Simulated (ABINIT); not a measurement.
An input for ABINIT 10.8.3 (WS2 (Tungstenite)):

```
acell 3*1.0 Angstrom
rprim 
  3.153199999992 0.000000000002 0.000000000000
  -1.576599999998 2.730751303206 0.000000000000
  0.000000000000 0.000000000000 12.323000000000
ntypat 2
znucl 74 16
natom 6
typat 1 1 2 2 2 2
xred 
  0.333333333333 0.666666666667 0.250000000000
  0.666666666667 0.333333333333 0.750000000000
  0.333333333333 0.666666666667 0.622500000000
  0.666666666667 0.333333333333 0.122500000000
  0.333333333333 0.666666666667 0.877500000000
  0.666666666667 0.333333333333 0.377500000000
pp_dirpath "pseudos"
pseudos "W.upf, S.upf"
ecut 31
iscf -2
irdden 1
kptopt 0
nkpt 75
kpt 
  0.00000000 0.00000000 0.00000000
  0.06250000 0.00000000 0.00000000
  0.12500000 0.00000000 0.00000000
  0.18750000 0.00000000 0.00000000
  0.25000000 0.00000000 0.00000000
  0.31250000 0.00000000 0.00000000
  0.37500000 0.00000000 0.00000000
  0.43750000 0.00000000 0.00000000
  0.50000000 0.00000000 0.00000000
  0.47916667 0.04166667 0.00000000
  0.45833333 0.08333333 0.00000000
  0.43750000 0.12500000 0.00000000
  0.41666666 0.16666666 0.00000000
  0.39583333 0.20833333 0.00000000
  0.37500000 0.25000000 0.00000000
  0.35416666 0.29166666 0.00000000
  0.33333333 0.33333333 0.00000000
  0.29166666 0.29166666 0.00000000
  0.25000000 0.25000000 0.00000000
  0.20833333 0.20833333 0.00000000
  0.16666666 0.16666666 0.00000000
  0.12500000 0.12500000 0.00000000
  0.08333333 0.08333333 0.00000000
  0.04166667 0.04166667 0.00000000
  0.00000000 0.00000000 0.00000000
  0.00000000 0.00000000 0.06250000
  0.00000000 0.00000000 0.12500000
  0.00000000 0.00000000 0.18750000
  0.00000000 0.00000000 0.25000000
  0.00000000 0.00000000 0.31250000
  0.00000000 0.00000000 0.37500000
  0.00000000 0.00000000 0.43750000
  0.00000000 0.00000000 0.50000000
  0.06250000 0.00000000 0.50000000
  0.12500000 0.00000000 0.50000000
  0.18750000 0.00000000 0.50000000
  0.25000000 0.00000000 0.50000000
  0.31250000 0.00000000 0.50000000
  0.37500000 0.00000000 0.50000000
  0.43750000 0.00000000 0.50000000
  0.50000000 0.00000000 0.50000000
  0.47916667 0.04166667 0.50000000
  0.45833333 0.08333333 0.50000000
  0.43750000 0.12500000 0.50000000
  0.41666666 0.16666666 0.50000000
  0.39583333 0.20833333 0.50000000
  0.37500000 0.25000000 0.50000000
  0.35416666 0.29166666 0.50000000
  0.33333333 0.33333333 0.50000000
  0.29166666 0.29166666 0.50000000
  0.25000000 0.25000000 0.50000000
  0.20833333 0.20833333 0.50000000
  0.16666666 0.16666666 0.50000000
  0.12500000 0.12500000 0.50000000
  0.08333333 0.08333333 0.50000000
  0.04166667 0.04166667 0.50000000
  0.00000000 0.00000000 0.50000000
  0.50000000 0.00000000 0.50000000
  0.50000000 0.00000000 0.43750000
  0.50000000 0.00000000 0.37500000
  0.50000000 0.00000000 0.31250000
  0.50000000 0.00000000 0.25000000
  0.50000000 0.00000000 0.18750000
  0.50000000 0.00000000 0.12500000
  0.50000000 0.00000000 0.06250000
  0.50000000 -0.00000000 0.00000000
  0.33333333 0.33333333 0.50000000
  0.33333333 0.33333333 0.43750000
  0.33333333 0.33333333 0.37500000
  0.33333333 0.33333333 0.31250000
  0.33333333 0.33333333 0.25000000
  0.33333333 0.33333333 0.18750000
  0.33333333 0.33333333 0.12500000
  0.33333333 0.33333333 0.06250000
  0.33333333 0.33333333 0.00000000
istwfk *1
nband 38
nbdbuf 7
tolwfr 1e-07
nstep 50
prtwf 0
prtvol 0
indata_prefix "in"
outdata_prefix "out"
tmpdata_prefix "tmp"
```

```sh
OMP_NUM_THREADS=1 mpirun -n 8 abinit run.abi > log
```

Question: Estimate wall time and host memory on 8 MPI ranks of Arm Neoverse V2, shared host.

It took 49 s; on shared hardware allow 25 s to 98 s. Peak host memory was 0.8 GiB.

[Paths, hosts, dates, memory and timing lines, banners, echoed tables and standing remarks are left out of the program output.]

[Logs are printed without paths, hosts, clocks, repeated set-up lines and the standing remarks that a program may print on its own settings, such as how far it seeks lower states.]

[Runs of the session that timed out or met a known fault of the program may be left out.]

[Hosts, paths, dates, database ids (printed as entryN), source tags and the programs' standing remarks are cut or masked in the printed files.]

[G0W0 gaps are taken among the corrected bands and points alone; a level outside them can change the order at an edge.]

[Where Ansatz stands beside ABINIT at settings called matched, ABINIT's density can come from a denser mesh and the files from another edition; pairs whose starting gaps differed by over 0.03 eV were left out, so agreement reads better than it is.]
